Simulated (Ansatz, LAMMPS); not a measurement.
# Structural relaxation of glassy 69SiO2-19Al2O3-6SrO-6Li2O (mol %) (106 atoms), part 2 of 3

Aim: bring glassy 69SiO2-19Al2O3-6SrO-6Li2O (mol %) (106 atoms) to a nearby minimum of the energy and see what moves.

Ansatz 0.2.0; Kohn-Sham DFT, PBE, PAW (set soft_2), plane waves.

The cell: 22 Si, 12 Al, 2 Sr, 4 Li and 66 O. The quench rate of 50 K/ps is orders of magnitude faster than experiment. The starting topology of bonds comes from the classical model. The Brillouin zone is sampled at Γ only, in a cell whose shortest periodic width is 11 Å.

So far. Step 3 (Single point at the start): The r.m.s. force component of 1.3 eV/Å and the pressure of 7.3 GPa set the starting point.

## (4) Relaxation

The atoms are relaxed in the fixed cell, aiming at the force tolerance of the input.

Input file input.yaml:

```yaml
crystal:
  lattice:
    - [11.0396, 0.0, 0.0]
    - [0.0, 11.0396, 0.0]
    - [0.0, 0.0, 11.0396]
  atoms:
    [... the 106 atom lines of step 3 ...]
kpoints:
  mp_grid: { grid: [1, 1, 1] }
hamiltonian:
  xc: pbe
scf:
  occupations: { method: fixed }
output:
  forces: true
relax:
  f_tol: 0.03
  max_steps: 200
```

Run with:

```console
ansatz run input.yaml --threads 4 --pin off --max-ram 8192MiB --backend cpu --events-out ev --progress --plain --runs-dir out
```

Numbers of over 12 decimals in the logs are rounded to 6 here.

What it wrote:

```text
[...]
Crystal: 106 atoms, lattice volume = 1345.427 Å³
Basis set: ecut = 420 eV, 26193 PW (Γ), exchange–correlation on 150×150×150 points (8 copies of the dense FFT grid, shifted against one another)
Bands: 382, of which v1, the nominal top of the filled ones, is band 276 counted from 1 (275 counted from 0)
Symmetry: 1 space group operations
[...]
k-points: 1
[...]
SCF iter   1: F=—  HF=-65914.983831 eV  |F-HF|=—  |Δ(HF+E_count)|=         —  Δρ=2.10e-3  dr2=6.44e-2  ethr=1.77e-3  ⟨swp⟩=7.0  Hψ=1368  notcnv=0  defer=104
[...]
SCF iter   3: F=—  HF=-65914.995850 eV  |F-HF|=—  |Δ(HF+E_count)|=   1.20e-3  Δρ=4.72e-4  dr2=4.22e-3  ethr=2.65e-6  ⟨swp⟩=4.0  Hψ=494  notcnv=0  defer=82
automatic band count: iteration 3 solves 360 bands in place of 382: the levels show a gap, and the empty bands left out lie too high to hold charge; the band table lists the bands solved (type scf.n_extra_bands for more)
SCF iter   4: F=—  HF=-65914.996499 eV  |F-HF|=—  |Δ(HF+E_count)|=   6.49e-4  Δρ=1.37e-4  dr2=2.57e-4  ethr=7.65e-7  ⟨swp⟩=4.0  Hψ=498  notcnv=0  defer=82
[...]
SCF iter   6: F=-65914.996587 eV  HF=-65914.996587 eV  |F-HF|=4.31e-7  |Δ(HF+E_count)|=   1.54e-5  Δρ=2.60e-5  dr2=8.12e-6  ethr=4.08e-9  ⟨swp⟩=5.0  Hψ=1149  notcnv=0
SCF 1 converged in 6 iterations: F = -65914.996587 eV  dr2 = 8.12e-6
[...]
relax step   1: F+E_penalty+E_count = -65914.99658688 eV  Δ(F+E_penalty+E_count) = +0.000e0 eV  max|allowed force component| = 4.503e0 eV/Å  Δτ_max = 0.0000 Å  (6 SCF iters, dr2 threshold 2.25e-5 eV, accepted)
[... from here on, the SCF cycles and remarks between the steps are left out ...]
relax step   2: F+E_penalty+E_count = -65919.26676936 eV  Δ(F+E_penalty+E_count) = -4.270e0 eV  max|allowed force component| = 3.068e0 eV/Å  Δτ_max = 0.1958 Å  (6 SCF iters, dr2 threshold 1.00e-4 eV, accepted)
relax step   3: F+E_penalty+E_count = -65922.49231327 eV  Δ(F+E_penalty+E_count) = -3.226e0 eV  max|allowed force component| = 1.070e0 eV/Å  Δτ_max = 0.1921 Å  (6 SCF iters, dr2 threshold 1.00e-4 eV, accepted)
relax step   4: F+E_penalty+E_count = -65922.96063957 eV  Δ(F+E_penalty+E_count) = -4.683e-1 eV  max|allowed force component| = 6.153e-1 eV/Å  Δτ_max = 0.1619 Å  (6 SCF iters, dr2 threshold 1.00e-4 eV, accepted)
relax step   5: F+E_penalty+E_count = -65923.34094496 eV  Δ(F+E_penalty+E_count) = -3.803e-1 eV  max|allowed force component| = 4.348e-1 eV/Å  Δτ_max = 0.2000 Å  (6 SCF iters, dr2 threshold 4.61e-5 eV, accepted)
relax step   6: F+E_penalty+E_count = -65923.47137938 eV  Δ(F+E_penalty+E_count) = -1.304e-1 eV  max|allowed force component| = 3.259e-1 eV/Å  Δτ_max = 0.1256 Å  (6 SCF iters, dr2 threshold 6.25e-5 eV, accepted)
relax step   7: F+E_penalty+E_count = -65923.54371663 eV  Δ(F+E_penalty+E_count) = -7.234e-2 eV  max|allowed force component| = 2.857e-1 eV/Å  Δτ_max = 0.2000 Å  (6 SCF iters, dr2 threshold 5.30e-5 eV, accepted)
relax step   8: F+E_penalty+E_count = -65923.60364398 eV  Δ(F+E_penalty+E_count) = -5.993e-2 eV  max|allowed force component| = 2.072e-1 eV/Å  Δτ_max = 0.1006 Å  (5 SCF iters, dr2 threshold 4.58e-5 eV, accepted)
relax step   9: F+E_penalty+E_count = -65923.65055884 eV  Δ(F+E_penalty+E_count) = -4.691e-2 eV  max|allowed force component| = 1.546e-1 eV/Å  Δτ_max = 0.2000 Å  (7 SCF iters, dr2 threshold 2.26e-5 eV, accepted)
relax step  10: F+E_penalty+E_count = -65923.67441980 eV  Δ(F+E_penalty+E_count) = -2.386e-2 eV  max|allowed force component| = 1.683e-1 eV/Å  Δτ_max = 0.0889 Å  (6 SCF iters, dr2 threshold 1.26e-5 eV, accepted)
relax step  11: F+E_penalty+E_count = -65923.69664851 eV  Δ(F+E_penalty+E_count) = -2.223e-2 eV  max|allowed force component| = 1.473e-1 eV/Å  Δτ_max = 0.1425 Å  (6 SCF iters, dr2 threshold 1.58e-5 eV, accepted)
relax step  12: F+E_penalty+E_count = -65923.70962278 eV  Δ(F+E_penalty+E_count) = -1.297e-2 eV  max|allowed force component| = 1.124e-1 eV/Å  Δτ_max = 0.1290 Å  (6 SCF iters, dr2 threshold 1.66e-5 eV, accepted)
relax step  13: F+E_penalty+E_count = -65923.71759652 eV  Δ(F+E_penalty+E_count) = -7.974e-3 eV  max|allowed force component| = 7.415e-2 eV/Å  Δτ_max = 0.0292 Å  (6 SCF iters, dr2 threshold 7.34e-6 eV, accepted)
relax step  14: F+E_penalty+E_count = -65923.71718485 eV  Δ(F+E_penalty+E_count) = +4.117e-4 eV  max|allowed force component| = 6.385e-2 eV/Å  Δτ_max = 0.1019 Å  (7 SCF iters, dr2 threshold 2.39e-6 eV, rejected (line search))
relax step  15: F+E_penalty+E_count = -65923.72214943 eV  Δ(F+E_penalty+E_count) = -4.553e-3 eV  max|allowed force component| = 3.793e-2 eV/Å  Δτ_max = 0.0372 Å  (8 SCF iters, accepted)
relax step  16: F+E_penalty+E_count = -65923.72252331 eV  Δ(F+E_penalty+E_count) = -3.739e-4 eV  max|allowed force component| = 4.087e-2 eV/Å  Δτ_max = 0.0129 Å  (7 SCF iters, accepted)
relax step  17: F+E_penalty+E_count = -65923.72335812 eV  Δ(F+E_penalty+E_count) = -8.348e-4 eV  max|allowed force component| = 2.948e-2 eV/Å  Δτ_max = 0.0122 Å  (7 SCF iters, accepted)
SCF converged after 7 iterations
Free energy (F): -65923.723358 eV
[...]
Internal energy: -65923.723358 eV  (E = F + TS)
E sigma→0 (E₀):  -65923.723358 eV
Fermi energy:    3.454648 eV
[...]
--- Forces (eV/Å), atoms counted from 1 ---
  atom   1  Si     0.01459634    -0.00130665    -0.01243271
  atom   2  Si     0.00238248    -0.00570776     0.01230668
  atom   3  Si    -0.01099820     0.00232389    -0.00021308
  atom   4  Si     0.00339511    -0.00785957     0.00061573
  atom   5  Si     0.01974642    -0.00560451    -0.01039957
  atom   6  Si     0.01165740     0.00038637     0.00243240
  atom   7  Si    -0.01558065     0.01426749    -0.01115105
  atom   8  Si     0.00368972    -0.00309310    -0.00197441
  atom   9  Si     0.00330256    -0.00373194    -0.00628680
  atom  10  Si     0.00176059    -0.00228961    -0.00222245
  atom  11  Si     0.00257860     0.00434385    -0.00835076
  atom  12  Si     0.00381058     0.00000863    -0.01220817
  atom  13  Si    -0.00249218    -0.00218019     0.00312259
  atom  14  Si     0.00023348     0.00017709    -0.00010995
[...]
atom 105  O     -0.00139912     0.00340275     0.00358857
  atom 106  O     -0.00354476     0.00158695     0.00301363
  max |Σ_I F_I| component: 1.42e-4 eV/Å
--- Relaxed structure (17 steps of the walk, 16 accepted, 0 SCFs on fresh bases) ---
  F+E_penalty+E_count = -65923.72335812 eV   max|allowed force component| = 2.948e-2 eV/Å
  atoms:
    - { symbol: Si, position: [0.758051, 0.449139, 0.015505] }
    - { symbol: Si, position: [0.033752, 0.955580, 0.620945] }
    - { symbol: Si, position: [0.131510, 0.066162, 0.273352] }
    - { symbol: Si, position: [0.694538, 0.289021, 0.589199] }
[...]
- { symbol: O, position: [0.024848, 0.099388, 0.663820] }
```

Wall time 2.4 min (4 threads of Arm Neoverse V2, shared host); peak memory 1.6 GiB.

Relaxation path:

| step | energy less that of the first step (eV) | largest force component (eV/Å) |
| --- | --- | --- |
| 1 | 0.0000 | 4.5030 |
| 2 | -4.2702 | 3.0678 |
| 3 | -7.4957 | 1.0702 |
| 4 | -7.9641 | 0.6153 |
| 5 | -8.3444 | 0.4348 |
| 6 | -8.4748 | 0.3259 |
| 7 | -8.5471 | 0.2857 |
| 8 | -8.6071 | 0.2072 |
| 9 | -8.6540 | 0.1546 |
| 10 | -8.6778 | 0.1683 |
| 11 | -8.7001 | 0.1473 |
| 12 | -8.7130 | 0.1124 |
| 13 | -8.7210 | 0.0741 |
| 14 | -8.7206 | 0.0638 |
| 15 | -8.7256 | 0.0379 |
| 16 | -8.7259 | 0.0409 |
| 17 | -8.7268 | 0.0295 |

Relaxation step 14 was tried and not accepted.

The atoms that moved most (Å):

| atom | dx | dy | dz | length |
| --- | --- | --- | --- | --- |
| O105 | -0.094 | 0.155 | -0.405 | 0.443 |
| Li38 | 0.309 | -0.209 | -0.239 | 0.443 |
| Li40 | -0.247 | -0.358 | -0.031 | 0.436 |
| O87 | -0.036 | 0.345 | -0.262 | 0.434 |
| Li37 | -0.073 | -0.423 | 0.043 | 0.432 |
| O88 | 0.368 | 0.155 | 0.001 | 0.399 |
| O106 | 0.017 | -0.059 | 0.391 | 0.396 |
| O48 | -0.003 | -0.372 | -0.080 | 0.381 |

The relaxation changed the energy by -82.3 meV/atom, and atoms moved by 0.22 Å r.m.s., 0.44 Å at most.

## (5) Structure statistics after relaxation

Density 2.72 g/cm³, 12.69 Å³ an atom.

g(r), total and by pair (bins of 0.2 Å):

| r (Å) | total | O-O | O-Si | O-Al | O-Li | O-Sr | Si-Si |
| --- | --- | --- | --- | --- | --- | --- | --- |
| 1.50 | 0.23 | 0.00 | 0.89 | 0.00 | 0.00 | 0.00 | 0.00 |
| 1.70 | 3.92 | 0.00 | 11.20 | 7.25 | 0.00 | 0.00 | 0.00 |
| 1.90 | 0.51 | 0.00 | 0.00 | 2.89 | 2.22 | 0.00 | 0.00 |
| 2.10 | 0.22 | 0.00 | 0.00 | 0.32 | 3.79 | 0.00 | 0.00 |
| 2.30 | 0.12 | 0.04 | 0.00 | 0.00 | 1.89 | 0.72 | 0.00 |
| 2.50 | 0.50 | 1.03 | 0.00 | 0.00 | 0.65 | 2.50 | 0.00 |
| 2.70 | 1.83 | 4.29 | 0.00 | 0.09 | 0.27 | 2.79 | 0.00 |
| 2.90 | 1.02 | 1.75 | 0.39 | 0.32 | 0.00 | 0.51 | 1.86 |
| 3.10 | 1.09 | 1.01 | 0.35 | 0.43 | 0.62 | 0.44 | 3.67 |
| 3.30 | 0.86 | 0.54 | 0.84 | 0.99 | 0.75 | 1.11 | 0.43 |
| 3.50 | 0.78 | 0.61 | 0.86 | 1.10 | 1.15 | 0.32 | 0.00 |
| 3.70 | 0.81 | 0.52 | 1.30 | 1.03 | 1.02 | 0.31 | 0.00 |
| 3.90 | 1.00 | 0.63 | 1.52 | 1.19 | 1.74 | 1.33 | 0.45 |
| 4.10 | 1.28 | 0.76 | 2.09 | 1.65 | 1.44 | 0.48 | 1.56 |
| 4.30 | 1.21 | 0.77 | 1.60 | 1.93 | 1.32 | 1.33 | 1.08 |
| 4.50 | 1.02 | 1.10 | 0.93 | 1.24 | 0.79 | 0.80 | 1.42 |
| 4.70 | 0.97 | 1.05 | 0.63 | 0.92 | 1.30 | 2.72 | 1.80 |
| 4.90 | 1.10 | 1.52 | 0.86 | 0.62 | 0.93 | 1.20 | 0.65 |
| 5.10 | 1.04 | 1.42 | 0.62 | 0.47 | 0.78 | 0.78 | 1.52 |
| 5.30 | 0.92 | 1.17 | 0.72 | 0.70 | 0.51 | 0.88 | 0.94 |

[end of part 2 of 3]

[Logs are printed without paths, hosts, clocks, repeated set-up lines and the standing remarks that a program may print on its own settings, such as how far it seeks lower states.]

[Hosts, paths, dates, database ids (printed as entryN), source tags and the programs' standing remarks are cut or masked in the printed files.]
